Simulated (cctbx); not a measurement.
**Diagnosing a refinement**

Cell a = 8.0510 Å, b = 8.0510 Å, c = 18.9820 Å, α = 90.00°, β = 90.00°, γ = 120.00°; space group R-3m (no. 166).

The data are simulated with cctbx, not measured: Mo Kα, λ = 0.71073 Å, to d = 0.77 Å, 80 % of the full sphere, strongest reflection 5000 counts, noise from counting, a 2 % proportional error and a noise floor of 8 counts (s.d.); no absorption.

An anisotropic refinement with weights 1/σ² prints:

```text
Rint 0.046, 335 unique reflections to 0.77 A
cycle     R1     wR2    GooF  max shift (A)
   1  0.1543  0.3099  11.040   0.06752
   3  0.1461  0.2941  10.477   0.00003
final R1 0.1461 wR2 0.2941 GooF 10.477  parameters 12  data/parameter 27.9
atom        x        y        z      Ueq    occ   su(xyz)  su(Uiso or U11)
Hg1    0.33333  0.66667  0.29338   0.0048  1.000  0.00023  0.0014
Lu1    0.33333  0.16667  0.16667   0.0082  1.000  0.00000  0.0020
Cr1    0.00000  0.00000  0.00000   0.0403  1.000  0.00000  0.0127
S1     0.33333  0.66667  0.91498   0.0132  1.000  0.00184  0.0084
difference map: max 45.20 min -14.25 rms 2.49
Q1    0.0218  0.5109  0.7457   18   46.72  2.58 A from Hg1
Q2    0.0000  0.0000  0.0000    3   22.99  0.00 A from Cr1
Q3    0.0000  0.5000  0.5000    9   14.68  0.00 A from Lu1
Q4    0.0000  0.0000  0.5000    3   13.10  2.41 A from Hg1
Q5    0.0000  0.0000  0.3632    6    9.05  0.19 A from Hg1
Q6    0.0000  0.0000  0.1502    6    6.49  1.86 A from S1
```

**Question.** Can this result stand? If not, what is the likely fault?

Mend it. The fault: an atom left out, S at (0.1532, 0.8468, 0.0778). Against the right model at the same level, R1 goes from 0.0156 to 0.1461 and GooF from 0.96 to 10.48, U of Hg1 shrinks from 0.0095 to 0.0048 Å² and the top difference peak, 46.7 e/Å³, lies 2.58 Å from Hg1. Q1 is the missing atom. With scattering power missing, scale and phases suffer, so peaks may also grow on the heavy atoms.

The compound is Lu3CrHg2S8. The right model at the same level gives:

```text
Rint 0.046, 335 unique reflections to 0.77 A
cycle     R1     wR2    GooF  max shift (A)
   1  0.0187  0.0338   1.217   0.00104
   2  0.0156  0.0266   0.957   0.00000
final R1 0.0156 wR2 0.0266 GooF 0.957  parameters 18  data/parameter 18.6
atom        x        y        z      Ueq    occ   su(xyz)  su(Uiso or U11)
Hg1    0.33333  0.66667  0.29392   0.0095  1.000  0.00002  0.0001
Lu1    0.33333  0.16667  0.16667   0.0098  1.000  0.00000  0.0002
Cr1    0.00000  0.00000  0.00000   0.0124  1.000  0.00000  0.0007
S1     0.15341  0.84659  0.07793   0.0196  1.000  0.00013  0.0006
S2     0.33333  0.66667  0.91137   0.0147  1.000  0.00016  0.0008
difference map: max 0.97 min -1.43 rms 0.30
Q1    0.0671  0.5335  0.6527   18    1.03  1.77 A from S1
Q2    0.0548  0.1095  0.6921   18    1.01  1.42 A from S2
Q3    0.0615  0.1229  0.2709   18    1.01  0.99 A from S2
Q4    0.0516  0.1033  0.5679   18    1.01  1.34 A from Hg1
Q5    0.0642  0.5321  0.8434   18    0.97  1.89 A from S1
Q6    0.0421  0.0842  0.9169   18    0.96  1.68 A from Cr1
```

This is a model crystal, built by substitution and not relaxed, with assumed displacement parameters.

[Middle refinement cycles are left out of these outputs.]

[Logs are printed without paths, hosts, clocks, repeated set-up lines and the standing remarks that a program may print on its own settings, such as how far it seeks lower states.]
